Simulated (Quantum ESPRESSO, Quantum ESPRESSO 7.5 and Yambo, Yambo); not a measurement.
# PtS2 (1T monolayer): G0W0 with Yambo, start to end

Wanted: ground state, empty states, screening and self-energy for PtS2 (1T monolayer).

Calculated with Quantum ESPRESSO 7.5 and Yambo 5.3.0; PBE and many-body steps on it, plane waves.

This is a report of a sequence of runs, with most program output left out.

## (1) Starting point

The cell holds 3 atoms: 1 Pt and 2 S. Cell: a = 3.574 Å, b = 3.574 Å, c = 15.000 Å, α = 90.0°, β = 90.0°, γ = 120.0°. Vacuum lies along c.

The structure was relaxed with PBE. The runs that relaxed it are not among those shown. Spin-orbit coupling is left out unless a step names it.

## (2) Ground state

This step: Quantum ESPRESSO 7.5; DFT, PBE, plane waves, norm-conserving pseudopotentials.

The ground-state density comes first.

pw.in

```
&control
  calculation = 'scf'
  prefix = 'x'
  outdir = 'o'
  pseudo_dir = 'pseudo'
/
&system
  ibrav = 0
  nat = 3
  ntyp = 2
  ecutwfc = 76.0
  nbnd = 20
  force_symmorphic = .true.
/
&electrons
  conv_thr = 1e-10
  electron_maxstep = 80
  mixing_beta = 0.5
/
ATOMIC_SPECIES
  Pt 195.08 Pt.upf
  S 32.06 S.upf
CELL_PARAMETERS angstrom
  3.5735303220 0.0000000000 0.0000000000
  -1.7867651610 3.0947680400 0.0000000000
  0.0000000000 0.0000000000 15.0000000000
ATOMIC_POSITIONS crystal
  Pt 0.0000000000 0.0000000000 0.5000000000
  S 0.3333333333 0.6666666667 0.5818569338
  S 0.6666666667 0.3333333333 0.4181430662
K_POINTS automatic
  12 12 1 0 0 0
```

Launch:

```bash
> OMP_NUM_THREADS=1 mpirun -n 4 pw.x -nk 4 -in pw.in > pw.out
```

Elapsed: 27 s, on 4 MPI ranks of Arm Neoverse V1, shared host; peak memory 0.55 GiB.

Numbers from this step:

| Quantity | Value |
| --- | --- |
| total energy | -4155.3492 eV |
| gap | 1.767 eV |
| k of the valence top | 0.1667, 0.1667, 0 |
| k of the conduction bottom | 0, 0.25, 0 |
| least direct gap | 1.907 eV |

The gap is indirect, with the least direct gap 0.14 eV higher.

## (3) Bands along the symmetry lines

The cheap functional maps the bands first; the places of the edges decide which points the dearer methods must see.

pw.in

```
&control
  calculation = 'bands'
  prefix = 'x'
  outdir = 'o'
  pseudo_dir = 'pseudo'
/
&system
  ibrav = 0
  nat = 3
  ntyp = 2
  ecutwfc = 76.0
  nbnd = 21
  force_symmorphic = .true.
/
&electrons
  conv_thr = 1e-9
  electron_maxstep = 80
  diago_full_acc = .true.
  diago_thr_init = 5e-6
/
ATOMIC_SPECIES
  Pt 195.08 Pt.upf
  S 32.06 S.upf
CELL_PARAMETERS angstrom
  3.5735303220 0.0000000000 0.0000000000
  -1.7867651610 3.0947680400 0.0000000000
  0.0000000000 0.0000000000 15.0000000000
ATOMIC_POSITIONS crystal
  Pt 0.0000000000 0.0000000000 0.5000000000
  S 0.3333333333 0.6666666667 0.5818569338
  S 0.6666666667 0.3333333333 0.4181430662
K_POINTS crystal
  25
  0.00000000 0.00000000 0.00000000 1
  0.06250000 0.00000000 0.00000000 1
  0.12500000 0.00000000 0.00000000 1
  0.18750000 0.00000000 0.00000000 1
  0.25000000 0.00000000 0.00000000 1
  0.31250000 0.00000000 0.00000000 1
  0.37500000 0.00000000 0.00000000 1
  0.43750000 0.00000000 0.00000000 1
  0.50000000 0.00000000 0.00000000 1
  0.47916667 0.04166667 0.00000000 1
  0.45833333 0.08333333 0.00000000 1
  0.43750000 0.12500000 0.00000000 1
  0.41666666 0.16666666 0.00000000 1
  0.39583333 0.20833333 0.00000000 1
  0.37500000 0.25000000 0.00000000 1
  0.35416666 0.29166666 0.00000000 1
  0.33333333 0.33333333 0.00000000 1
  0.29166666 0.29166666 0.00000000 1
  0.25000000 0.25000000 0.00000000 1
  0.20833333 0.20833333 0.00000000 1
  0.16666666 0.16666666 0.00000000 1
  0.12500000 0.12500000 0.00000000 1
  0.08333333 0.08333333 0.00000000 1
  0.04166667 0.04166667 0.00000000 1
  0.00000000 0.00000000 0.00000000 1
```

Run time: 14 s. Hardware: 4 MPI ranks; peak memory 0.41 GiB.

This step gave:

```yaml
gap: 1.767 eV
k_of_the_valence_top: 0.1667, 0.1667, 0
k_of_the_conduction_bottom: 0.25, 0, 0
least_direct_gap: 1.907 eV
```

The gap is 1.767 eV, as in the run before at this level.

The electronic bands at the labelled points (eV, zero at the top of the highest filled band):

| point | band 12 | band 13 | band 14 | band 15 | band 16 | band 17 | band 18 | band 19 |
| --- | --- | --- | --- | --- | --- | --- | --- | --- |
| Γ | -0.77 | -0.66 | -0.29 | -0.29 | 3.20 | 3.20 | 5.37 | 5.86 |
| halfway | -2.00 | -0.42 | -0.41 | -0.14 | 1.77 | 2.76 | 6.19 | 6.69 |
| M | -2.10 | -2.02 | -1.67 | -1.37 | 2.79 | 2.98 | 5.52 | 6.76 |
| halfway | -2.23 | -2.19 | -1.09 | -0.75 | 2.30 | 2.60 | 6.21 | 7.82 |
| K | -2.44 | -2.23 | -0.71 | -0.71 | 2.15 | 2.15 | 6.86 | 8.97 |
| halfway | -2.05 | -0.80 | -0.48 | 0.00 | 2.10 | 2.14 | 6.84 | 7.06 |
| Γ | -0.77 | -0.66 | -0.29 | -0.29 | 3.20 | 3.20 | 5.37 | 5.86 |

## (4) Empty states on the mesh, 6×6×1 mesh, 92 bands

The sums over transitions need many empty states on a uniform mesh; this step solves for them.

pw.in

```
&control
  calculation = 'nscf'
  prefix = 'x'
  outdir = 'o'
  pseudo_dir = 'pseudo'
/
&system
  ibrav = 0
  nat = 3
  ntyp = 2
  ecutwfc = 76.0
  nbnd = 92
  force_symmorphic = .true.
/
&electrons
  conv_thr = 1e-9
  electron_maxstep = 80
  diago_full_acc = .true.
  diago_thr_init = 5e-6
/
ATOMIC_SPECIES
  Pt 195.08 Pt.upf
  S 32.06 S.upf
CELL_PARAMETERS angstrom
  3.5735303220 0.0000000000 0.0000000000
  -1.7867651610 3.0947680400 0.0000000000
  0.0000000000 0.0000000000 15.0000000000
ATOMIC_POSITIONS crystal
  Pt 0.0000000000 0.0000000000 0.5000000000
  S 0.3333333333 0.6666666667 0.5818569338
  S 0.6666666667 0.3333333333 0.4181430662
K_POINTS automatic
  6 6 1 0 0 0
```

Elapsed: 26 s, on 4 MPI ranks; peak memory 0.71 GiB; 1.8 min of CPU time.

Numbers from this step:

```yaml
gap: 2.039 eV
k_of_the_valence_top: 0.1667, 0.1667, 0
k_of_the_conduction_bottom: 0, 0.1667, 0
least_direct_gap: 2.065 eV
k_points_computed: 7
lowest_point_of_the_top_converged_band_above_the_valence_top: 33.73 eV
```

On this mesh the gap is 2.039 eV. The earlier step found 1.767 eV, so this mesh misses an edge.

## (5) Conversion and set-up

This step: Yambo 5.3.0; conversion and set-up on PBE, plane waves, norm-conserving pseudopotentials.

The states are converted to the many-body program's format and the q mesh is built.

Launch:

```bash
> (cd o/x.save; p2y > p2y.log; mv SAVE ../..); yambo > setup.log
```

It took 2.9 s on 1 MPI rank; peak memory 0.25 GiB.

## (6) Screening and self-energy, 6×6×1 mesh, 92 bands, screening to 108.8 eV

G0W0 replaces the xc potential by the self-energy, built once from these orbitals. Only a window of levels is corrected, while the sums run over the empty bands that the input names.

This step: G0W0 on PBE, plane waves, norm-conserving pseudopotentials.

gw1.in

```
HF_and_locXC
gw0
dyson
ppa
em1d
rim_cut
rim_w
RandQpts= 3000000
RandGvec= 100 RL
CUTGeo= "slab z"
RandGvecW= 9 RL
EXXRLvcs= 76 Ry
VXCRLvcs= 304 Ry
Chimod= "HARTREE"
% BndsRnXp
 1 | 92 |
%
NGsBlkXp= 8 Ry
% LongDrXp
 1 | 1 | 0 |
%
% GbndRnge
 1 | 92 |
%
DysSolver= "n"
ExtendOut
PPAPntXp= 27.21138 eV
% QPkrange
 1 | 7 | 6 | 20 |
%
```

Launch:

```bash
> OMP_NUM_THREADS=1 mpirun -n 4 yambo -F gw1.in -J gw1 -C gw1 > gw1.log
```

The job ended after 13 min (4 MPI ranks; peak memory 3.1 GiB).

Numbers from this step:

- G0W0 gap on the mesh: 3.275 eV
- starting gap on the mesh: 2.039 eV
- k of the valence top: 0, 0.1667, 0
- k of the conduction bottom: 0, 0.1667, 0
- least direct G0W0 gap on the computed points: 3.275 eV
- Z at the valence top: 0.7469
- Z at the conduction bottom: 0.7544

The gap on the mesh goes from 2.04 eV to 3.27 eV, a correction of +1.24 eV. The start differs from the 1.77 eV found before because the two sample other k points.

Limits: finite bands, cutoff and mesh; no spin polarisation; d states lean on the start; no spin-orbit coupling. v1 is the top filled band, c1 the lowest empty one. The levels before and after the correction (eV, zero at the valence-band top of each column):

|  | conduction bottom | valence top |
| --- | --- | --- |
| Kohn-Sham | 2.04 | 0.00 |
| G0W0 | 3.27 | 0.00 |

|  | level | energy (eV) |
| --- | --- | --- |
| Kohn-Sham | (0 0.167 0) v4 | -1.710 |
| Kohn-Sham | (0 0.167 0) v3 | -0.257 |
| Kohn-Sham | (0 0.167 0) v2 | -0.225 |
| Kohn-Sham | (0 0.167 0) v1 | -0.026 |
| Kohn-Sham | (0 0.167 0) c1 | 2.039 |
| Kohn-Sham | (0 0.167 0) c2 | 2.864 |
| Kohn-Sham | (0 0.167 0) c3 | 6.044 |
| Kohn-Sham | (0 0.167 0) c4 | 6.462 |
| G0W0 | (0 0.167 0) v4 | -1.670 |
| G0W0 | (0 0.167 0) v3 | -0.541 |
| G0W0 | (0 0.167 0) v2 | -0.312 |
| G0W0 | (0 0.167 0) v1 | 0.000 |
| G0W0 | (0 0.167 0) c1 | 3.275 |
| G0W0 | (0 0.167 0) c2 | 4.179 |
| G0W0 | (0 0.167 0) c3 | 6.287 |
| G0W0 | (0 0.167 0) c4 | 6.757 |

## (7) Where the time went

Times are wall times on the hardware named with each run, good to a factor of about two.

| step | time | share | memory (GiB) |
| --- | --- | --- | --- |
| ground state | 27 s | 3 % | 0.55 |
| bands along the symmetry lines | 14 s | 2 % | 0.41 |
| empty states on the mesh | 26 s | 3 % | 0.71 |
| conversion and set-up | 2.9 s | 0 % | 0.25 |
| screening and self-energy | 13 min | 92 % | 3.1 |

## (8) What came out

| Quantity | Value |
| --- | --- |
| PBE gap | 1.77 eV, indirect |
| G0W0 gap on the mesh | 3.27 eV |
| G0W0 gap over the zone (rigid shift) | 3.00 eV |
| GW settings | 6×6×1 mesh, 92 bands, screening to 108.8 eV, Godby-Needs plasmon pole |
| known limits | not at the basis limit; no spin polarisation; d states lean on the start; no spin-orbit coupling |

**Reading.** G0W0 moves the gap on the mesh from 2.04 eV to 3.27 eV (+1.24 eV), with Z of 0.75 and 0.75 at the edges. The mesh misses the band edges by 0.27 eV in all; a rigid shift gives 3.00 eV for the zone. The dearest step here is «screening and self-energy». Bands and cutoff are finite, so the gap is not at the basis limit. The miss can reach some tenths of an eV and take either sign; the mesh is an error of its own. A denser mesh or path gives a starting gap of 1.77 eV: the GW mesh misses a band edge, so its gaps are not the fundamental one. The runs have no spin polarisation. For a closed low-spin shell that is the natural state; where a d or f shell is open it is a constraint, and the gap is then not the crystal's own. With d states at the gap, one-shot GW leans hard on its start. The many-body steps are scalar-relativistic: spin-orbit coupling is not in them.

[Paths, hosts, dates, memory and timing lines, banners, echoed tables and standing remarks are left out of the program output.]

[Logs are printed without paths, hosts, clocks, repeated set-up lines and the standing remarks that a program may print on its own settings, such as how far it seeks lower states.]

[Runs of the session that timed out or met a known fault of the program may be left out.]

[Hosts, paths, dates, database ids (printed as entryN), source tags and the programs' standing remarks are cut or masked in the printed files.]
